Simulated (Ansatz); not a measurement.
# NO on Fe(100): change of the work function, part 5 of 5

How does NO on the hollow site change the work function of Fe(100) as the layer fills?

Ansatz 0.2.0; plane-wave DFT, PBE, Ansatz PAW (the session's first sound run).

So far, work function, upper face (eV): step 2 (the clean slab, PBE) 3.86; step 7 (the 0.25 ML cell at another level of theory, cutoff 420 eV, functional revpbe) 5.10; step 8 (the 0.25 ML cell at another level of theory, cutoff 1240 eV, functional PBE, PBE norm-conserving) 5.25; step 9 (the 0.25 ML cell at another level of theory, cutoff 1380 eV, functional PBE, PBE JTH) 5.26; step 10 (the 0.25 ML cell at another level of theory, cutoff 420 eV, functional LDA) 5.62.

### Step 13. Varying the input

This step: plane-wave DFT, PBE, Ansatz PAW (Ansatz 0.2.0).

System of this step: Fe(100). The cell holds 5 atoms: 5 Fe. Cell: a = 2.870 Å, b = 2.870 Å, c = 23.740 Å, α = 90.0°, β = 90.0°, γ = 90.0°. Vacuum lies along c.

Another changed input: it repeats the earlier run at 0 ML with scf.occupations.method from fermi_dirac to methfessel_paxton, scf.occupations.width from 0.1 to 0.001, scf.mixing.algorithm to anderson and scf.mixing.beta to 0.2.

Contents of input.yaml:

```yaml
crystal:
  lattice:
    - [2.87, 0.0, 0.0]
    - [0.0, 2.87, 0.0]
    - [0.0, 0.0, 23.74]
  atoms:
    - { symbol: Fe, position: [0.0, 0.0, 0.3791069924], spin: 2.5 }
    - { symbol: Fe, position: [0.5, 0.5, 0.4395534962], spin: 2.5 }
    - { symbol: Fe, position: [0.0, 0.0, 0.5], spin: 2.5 }
    - { symbol: Fe, position: [0.5, 0.5, 0.5604465038], spin: 2.5 }
    - { symbol: Fe, position: [0.0, 0.0, 0.6208930076], spin: 2.5 }
magnetization:
  spin_polarized: true
kpoints:
  mp_grid: { grid: [10, 10, 1] }
hamiltonian:
  xc: pbe
scf:
  occupations: { method: methfessel_paxton, width: 0.001 }
  convergence: { dr2_threshold: 1.0e-08 }
  mixing: { algorithm: anderson, beta: 0.2 }
efield:
  axis: 3
  dipole_correction: true
  ramp_position: 0.97
  ramp_width: 0.06
relax:
  f_tol: 0.02
  max_steps: 60
  constraints: [{ sites: [0, 1] }]
output:
  write_potential: true
  write_density: true
  volumetric_format: npy
```

Run with:

```console
$ ansatz run input.yaml --threads 4 --pin off --max-ram 12288MiB --backend cpu --events-out ev --progress --plain --runs-dir out
```

Numbers of over 12 decimals in the logs are rounded to 6 here.

What it wrote:

```text
Engine: ansatz 0.2.0, x86_64-unknown-linux-gnu
Pseudopotentials: kind: paw
Pseudopotential: Fe, paw, valence charge 16, recommended cutoff 420 eV (normal), Fe.paw.azcp
Functional definition: PBE
  parameter kappa = 0.804
  parameter beta = 0.066725
  exchange = pbe_x(kappa = kappa, mu = beta*pi^2/3)
  correlation = pbe_c(beta = beta)
Crystal: 5 atoms, lattice volume = 195.544 Å³
Basis set: ecut = 420 eV, 3827 PW (Γ), exchange–correlation on 40×40×320 points (8 copies of the dense FFT grid, shifted against one another)
Bands: 56, of which v1, the nominal top of the filled ones, is band 40 counted from 1 (39 counted from 0)
Symmetry: 8 space group operations
k-points: 21 of 100
Non-local potential: Fe, projectors of the file, l = 0: 3, l = 1: 2, l = 2: 3, l = 3: 1
PAW form: soft (Blöchl's): semilocal exchange-correlation on the pseudo side does not see the compensation charge
PAW one-centre angular grid: Fe, 590 points (default); XC on 64 Gauss nodes
Initial density: superposition of atomic densities (neutral atoms: chi_scale 0, normalization atom)
Starting moments: Σ|m| = 12.5 μB on 5 of 5 sites
Initial wavefunctions: pseudopotential atomic-orbital guess
Functional: x = pbe(κ = 0.804, μ = 0.219515), c = pbe(β = 0.066725)
SCF iter   1: F=—  HF=-22398.853475 eV  |F-HF|=—  |Δ(HF+E_count)|=         —  Δρ=4.54e-2 (↑1.89e-2 ↓4.54e-2)  dr2=1.37e1  dr2_m=1.31e0  M=12.797 μB ∫|m|=12.922 μB  β_m=0.80  ethr=3.10e-3  p=0.000 e·Å  D=1.69e-13 V/Å  ΔV_dip=-0.00 eV  dr2_dipole=3.51e-8  V_vac-E_F(+/−)=7.36/7.36 eV  ⟨swp⟩=10.8  Hψ=12103  notcnv=0
Mixer restart at iter 1: flushing history
efield: sawtooth ramp at fractional position 0.9700 (set: `efield.ramp_position`, or a place that a band, a saddle search or an elastic batch's reference lends), width 0.0600; the density the first Hamiltonian is built on has a dipole p = 0.000 e·Å; the dipole correction subtracts the counter field D = 1.69e-13 V/Å, which shifts the + side's vacuum level by -0.00 eV against the − side's; the planar-averaged density in the ramp window peaks in size at 5.2e-7 e/Å³
preconditioner: auto → LDOS  [metal: Δε(μ)=0.001 eV  Ē_g=6.329 eV  σ=0.001 eV  W_gap=0.31  n_scr=44 (ndim 8)  ℏωp=16.8 eV  f_vac=0.612  D(μ)=56.84/eV (n_scr^D=1306)  β=0.2 kept]
spin=Collinear: LDOS preconditioning applied to the charge; magnetization (m = ρ↑ − ρ↓) channel mixes plain (no charge-response kernel on spin).
[...]
iteration 109: the input's own smearing fills from here on; a Gaussian of 0.001 eV has filled iterations ahead of it
[...]
Step failed. What follows is not a result of the run: it is the report of the last solve that finished, which converged after 21 SCF iterations.
Magnetization: 13.3800 μB (46.6900 up, 33.3100 down)
Absolute magnetization: 13.9594 μB (∫|ρ↑−ρ↓|, with the PAW one-centre terms)
Spin contamination: 0.2351 ħ² per cell (⟨S²⟩ above its minimum at these occupations)
Per-site moments (μB) at R_I (Å): [(2.982964, 1.025266), (2.397497, 1.024559), (2.557042, 1.024559), (2.363824, 1.014684), (2.960016, 1.014684)]
Free energy (F): -22399.799366 eV
Harris-Foulkes:  -22399.799366 eV  (|F-HF|=1.22e-8)
Internal energy: -22399.799356 eV  (E = F + TS)
E sigma→0 (E₀):  -22399.799364 eV
Entropy (-TS):   -0.000011 eV (-0.002 meV/atom)
Fermi energy:    2.862298 eV
Dipole field:    D = -0.000962 V/Å  (p = -0.001039 e·Å, saw-weighted, corrected)
Work function:   Φ+ = 3.8248 eV   Φ− = 3.8020 eV
Levels:          The Fermi level and band energies are counted from a zero that moves with the ramp; work functions are not
--- Per-component energies (eV) ---
  E_band       = -2317.670152
  E_kinetic    = 1738.686081
  E_local      = -148193.007218  (includes V_loc(G=0)·N_el)
  E_nonlocal   = 1109.247681
  E_hartree    = 72643.211640
  E_xc         = -581.678181
  E_vxc        = -748.400076  (∫ρ·V_xc dr)
  E_paw        = -6841.583937  (= ΣΔE_a)
  E_vpaw       = -1510.621493  (= ΣTr[D̂ρ^β])
  E_aug_tail   = 0.004012  (compensation charges beyond the density's cutoff)
  E_efield     = 0.000000  (sawtooth field / dipole correction)
  E_vefield    = -0.000811  (∫n·V_field dr)
  E_ewald      = 57725.320566
  E_smearing   = -0.000011  (= −TS)
  E_closure    = -0.000000  (closes the sum)
  Σ components = -22399.799366   (vs F -22399.799366, Δ=0.00e0)
--- Forces (eV/Å), atoms counted from 1 ---
  atom   1  Fe     0.00000000     0.00000000     0.49322069
  atom   2  Fe    -0.00000000     0.00000000    -0.48579930
  atom   3  Fe    -0.00000000     0.00000000     0.00386853
  atom   4  Fe    -0.00000000     0.00000000     0.26358254
  atom   5  Fe    -0.00000000     0.00000000    -0.27485976
  max |Σ_I F_I| component: 1.27e-5 eV/Å
--- Band table (eV; the first three rows and the last of 42) ---
  k-point 0 ↑: bands = [... 36 lower, 0.7169, 0.7968, 0.9042, 1.2482, 1.3984, 1.4880, 1.4880, 1.8897, ... 12 higher]
  k-point 1 ↑: bands = [... 36 lower, 0.9218, 0.9410, 0.9931, 1.1142, 1.4236, 1.4581, 1.7244, 1.8624, ... 12 higher]
  k-point 2 ↑: bands = [... 36 lower, 1.0205, 1.0722, 1.1297, 1.3499, 1.4192, 1.4781, 1.8612, 1.8709, ... 12 higher]
  k-point 20 ↓: bands = [... 36 lower, 4.2069, 4.5773, 4.6315, 4.6578, 4.7129, 4.7945, 4.8202, 4.8660, ... 12 higher]
End of that report.
Error: did not converge after 200 iterations: dr2 = 1.18e-7 (threshold 1.00e-8), under the density mixer `anderson`; raise `scf.max_iter`, which need not help a stalled SCF, or adjust the mixing (`scf.mixing`) or, under a smearing, its width (`scf.occupations.width`, in either direction: another width is another result); this SCF holds its density and magnetisation to the symmetry operations that it keeps, and cannot [...]
```

It took 2.8 min on 4 threads of Intel Xeon 6975P-C (Granite Rapids), shared host; peak memory 1.5 GiB.

No converged result was reached; the numbers in the log don't describe the system.

The program's message: “Error: did not converge after 200 iterations: dr2 = 1.18e-7 (threshold 1.00e-8), under the density mixer `anderson`; raise `scf.max_iter`, which need not help a stalled SCF, or adjust the mixing (`scf …”

### Step 14. Summary of results

| Quantity | Value |
| --- | --- |
| work function of the clean face | 3.86 eV |
| work function at 0.25 ML | 5.25 eV |
| work function at 0.5 ML | 5.87 eV |
| work function at 1 ML | 6.42 eV |
| dipole per adsorbate at 0.25 ML, positive end outwards | -1.20 D |

In words: NO raises the work function of Fe(100) at the lowest coverage, by 1.39 eV: the adsorbate layer has its negative end outwards. The dipole per adsorbate falls from 1.20 to 0.55 D as the layer fills. Neighbouring dipoles depolarise each other, and heights and bonding change with coverage too. The slab has 5 layers, at the tabulated experimental lattice constant, one starting site was run, and quantum-size effects of a slab this thin can reach one or two tenths of an eV. The magnetic order is the one reached from the typed start; other orders were not compared.

[Logs are printed without paths, hosts, clocks, repeated set-up lines and the standing remarks that a program may print on its own settings, such as how far it seeks lower states.]

[Hosts, paths, dates, database ids (printed as entryN), source tags and the programs' standing remarks are cut or masked in the printed files.]

[Maps of the electrostatic potential energy from Ansatz leave out the sawtooth potential of an applied field or a dipole correction, so their vacuum need not be flat; planar profiles and work functions include it.]
